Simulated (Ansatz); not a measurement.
**Zr (Im-3m, 1 atom in the cell): relaxing the cell for a phonon run**

Task: relax Zr (Im-3m, 1 atom in the cell) tightly.

Main program and level: Ansatz 0.2.0; DFT PBEsol, scalar-relativistic, plane waves, PAW; PAW set soft_1.

This is a report of a sequence of runs, with most program output left out.

This is not the structure that Zr takes at ambient pressure and room temperature (hexagonal, No. 194); it is a model or a phase of other conditions.

## (1) Starting point

It takes space group Im-3m (No. 229, cubic). Conventional cell: a = 3.620 Å, b = 3.620 Å, c = 3.620 Å, α = 90.00°, β = 90.00°, γ = 90.00°. Nearest to Zr lie 8 Zr at 3.14 Å.

## (2) Probe on a coarse mesh

A quick single point on a coarse mesh tells whether the cell has a gap and how far it is from rest, which sets the k mesh and smearing that follow.

File input.yaml:

```yaml
crystal:
  lattice:
    - [-1.81, 1.81, 1.81]
    - [1.81, -1.81, 1.81]
    - [1.81, 1.81, -1.81]
  atoms:
    - { symbol: Zr, position: [0.0, 0.0, 0.0] }
kpoints:
  mp_grid: { grid: [8, 8, 8] }
hamiltonian:
  xc: pbesol
  pseudopotentials: { kind: paw, azcp: { folder: soft_1 }, xc_functional: pbe }
scf:
  occupations: { method: gaussian, width: 0.1 }
output:
  forces: true
  stress: true
  eigenvalues: true
```

Started as:

```console
ansatz run input.yaml --threads 4 --pin off --max-ram 10240MiB --backend cpu --events-out ev --progress --plain --runs-dir out
```

It took 0.48 s on 4 threads of Arm Neoverse N1, shared host; peak memory 0.25 GiB; 1.1 s of CPU time.

This step gave:

| Item | Value |
| --- | --- |
| pressure | -6.334 GPa |
| volume per atom | 23.72 Å³ |
| gap on the k-mesh | 0 eV |

The coarse mesh shows no gap and a pressure of -6.3 GPa.

## (3) Bringing the structure to rest

Harmonic phonons are second derivatives at a point where the forces vanish, and they are wanted at zero stress, so atoms and cell are relaxed first.

input.yaml, the sections that differ from step 2:

```yaml
kpoints:
  mp_grid: { grid: [16, 16, 16] }
output:
  forces: true
  stress: true
  eigenvalues: true
  write_density: true
  write_potential: true
  elf: true
  volumetric_format: npy
relax:
  adjacent_minimum: "off"
  f_tol: 0.005
  max_steps: 80
  cell: { stress_tol: 0.05 }
# crystal, hamiltonian, scf: as in step 2
```

Wall time 5.3 s (4 threads); peak memory 0.33 GiB; 19 s of CPU time.

The steps of the relaxation:

```
step  energy less that of the first step (eV)  largest force component (eV/Å)  pressure (GPa)  volume (Å³)
   1                                   0.0000                          0.0000           -6.76        23.72
   2                                  -0.0182                          0.0000            6.13        20.54
   3                                  -0.0420                          0.0000           -0.43        21.94
   4                                  -0.0421                          0.0000            0.00        21.83
  5*                                  -0.0421                          0.0000            0.00        21.83
```

Relaxation steps marked * repeat the geometry before them on a plane-wave basis chosen anew for their cell, so energy and pressure can jump there.

```
conventional cell, symmetrised  before  after  change
                         a (Å)   3.620  3.521  -2.7 %
                         b (Å)   3.620  3.521  -2.7 %
                         c (Å)   3.620  3.521  -2.7 %
              volume (Å³/atom)   23.72  21.83  -7.9 %
```

The relaxed structure:

```xyz
1
Lattice="-1.7607 1.7607 1.7607 1.7607 -1.7607 1.7607 1.7607 1.7607 -1.7607" Properties=species:S:1:pos:R:3 pbc="T T T"
Zr    0.0000    0.0000    0.0000
```

This step gave:

- pressure: -0.003615 GPa
- volume per atom: 21.83 Å³

Electrostatic potential energy in the ac plane of the conventional cell at fractional y = 0.000, with atoms of Zr within 0.2 Å of it. With pseudopotentials it is smooth inside the atoms' cores, unlike the true potential.

Ten even steps from '_' (-46 eV) to '@' (17 eV), each cell a mean:
```
____..==##@@@@@@@@%%**--____
__..--**%%@@@@@@@@@@##==::__
----++##@@@@@@@@@@@@%%##==--
**##%%%%@@@@@@@@@@@@@@%%##**
%%%%@@@@@@@@@@@@@@@@@@@@@@%%
@@@@@@@@@@@@@@@@@@@@@@@@@@@@
@@@@@@@@@@@@@@@@@@@@@@@@@@@@
@@@@@@@@@@@@@@@@@@@@@@@@@@@@
@@@@@@@@@@@@@@@@@@@@@@@@@@@@
##%%%%@@@@@@@@@@@@@@@@@@%%##
==++**%%@@@@@@@@@@@@%%##**==
....==**%%@@@@@@@@@@%%++--..
____..++%%@@@@@@@@%%##--..__
____..==##@@@@@@@@%%**--____
```
Columns run along a (3.5 Å; values clipped at the 3rd and 97th percentile), rows up along c (3.5 Å), edges of the conventional cell, whose origin can differ from the input's. Atoms in or near the plane, at fractional coordinates: Zr at (0.00, 0.00).

Valence density in the ac plane of the conventional cell at fractional y = 0.000, with atoms of Zr within 0.2 Å of it. It is the smooth field of the valence electrons, not physical close to the nuclei.

Values in e/Å³, 14 rows by 14 columns, each cell a mean:
```
4.1 4.1 3.0 1.4 0.5 0.2 0.2 0.2 0.2 0.3 0.7 1.9 3.6 4.2
3.8 3.4 2.1 0.9 0.4 0.2 0.2 0.2 0.2 0.2 0.5 1.3 2.7 3.6
2.1 1.7 1.0 0.5 0.2 0.2 0.2 0.2 0.2 0.2 0.3 0.6 1.3 1.9
0.8 0.6 0.4 0.3 0.2 0.2 0.2 0.2 0.2 0.2 0.2 0.3 0.5 0.7
0.3 0.3 0.2 0.2 0.2 0.2 0.2 0.2 0.2 0.2 0.2 0.2 0.2 0.3
0.2 0.2 0.2 0.2 0.2 0.2 0.2 0.2 0.2 0.2 0.2 0.2 0.2 0.2
0.2 0.2 0.2 0.2 0.2 0.2 0.2 0.2 0.2 0.2 0.2 0.2 0.2 0.2
0.2 0.2 0.2 0.2 0.2 0.2 0.2 0.2 0.2 0.2 0.2 0.2 0.2 0.2
0.2 0.2 0.2 0.2 0.2 0.2 0.2 0.2 0.2 0.2 0.2 0.2 0.2 0.2
0.5 0.4 0.3 0.2 0.2 0.2 0.2 0.2 0.2 0.2 0.2 0.2 0.4 0.5
1.5 1.2 0.7 0.4 0.2 0.2 0.2 0.2 0.2 0.2 0.3 0.5 0.9 1.4
3.3 2.8 1.6 0.7 0.3 0.2 0.2 0.2 0.2 0.2 0.4 1.0 2.1 3.0
4.1 4.0 2.8 1.2 0.4 0.2 0.2 0.2 0.2 0.3 0.6 1.7 3.4 4.1
3.8 4.1 3.3 1.5 0.5 0.2 0.2 0.2 0.2 0.3 0.8 2.1 3.8 4.1
```
Columns run along a (3.5 Å), rows up along c (3.5 Å), edges of the conventional cell, whose origin can differ from the input's. Atoms in or near the plane, at fractional coordinates: Zr at (0.00, 0.00).

ELF in the ac plane of the conventional cell at fractional y = 0.000, with atoms of Zr within 0.2 Å of it. It is the smooth field of the valence electrons, not physical close to the nuclei.

Ten even steps from '0' (0.18) to '9' (0.74), each cell a mean:
```
37971023103896
89950034202799
98520245410378
43101355520023
00013455542100
11345444455421
33555443455543
22355444455432
00124444443200
11002455531001
76410255410257
99840135301599
58961023103897
05971023104983
```
Columns run along a (3.5 Å), rows up along c (3.5 Å), edges of the conventional cell, whose origin can differ from the input's. Atoms in or near the plane, at fractional coordinates: Zr at (0.00, 0.00).

In this step the volume went from 23.72 to 21.83 Å³/atom.

## (4) Relaxing to small forces for the phonons

Phonons need a cell at rest on their own settings, so the relaxation is repeated with tight tolerances on forces and stress, using the mesh and the filling of the phonon run that follows.

input.yaml, the sections that differ from step 3:

```yaml
crystal:
  lattice:
    - [-1.7607413005, 1.7607413005, 1.7607413005]
    - [1.7607413005, -1.7607413005, 1.7607413005]
    - [1.7607413005, 1.7607413005, -1.7607413005]
  atoms:
    - { symbol: Zr, position: [0.0, 0.0, 0.0] }
scf:
  occupations: { method: methfessel_paxton, width: 0.2 }
output:
  forces: true
  stress: true
  eigenvalues: true
relax:
  adjacent_minimum: "off"
  f_tol: 0.001
  max_steps: 60
  cell: { stress_tol: 0.01 }
# kpoints, hamiltonian: as in step 3
```

The job ended after 3.7 s (4 threads; peak memory 0.31 GiB).

Little changed from the start: no atom moved by 0.005 Å and no cell edge by 0.1 %.

Numbers from this step:

```yaml
pressure: -2.83e-5 GPa
```

The forces vanish by symmetry and the pressure is 0.000 GPa, within the tolerances set. The cell now holds 21.83 Å³/atom.

## (5) What came out

```json
{"space group after relaxation (within 0.01 Å)": "Im-3m", "lattice constant a": "3.521 Å", "lattice constant b": "3.521 Å", "lattice constant c": "3.521 Å", "volume per atom": "21.8 Å³"}
```

In words: The forces vanish by symmetry and the pressure is 0.000 GPa, within the tolerances set. The cell now holds 21.83 Å³/atom. The relaxation keeps the symmetry of its start, so it says nothing on stability against lower symmetry. The PAW files were made for PBE and serve the other functionals too.

[Logs are printed without paths, hosts, clocks, repeated set-up lines and the standing remarks that a program may print on its own settings, such as how far it seeks lower states.]

[Hosts, paths, dates, database ids (printed as entryN), source tags and the programs' standing remarks are cut or masked in the printed files.]
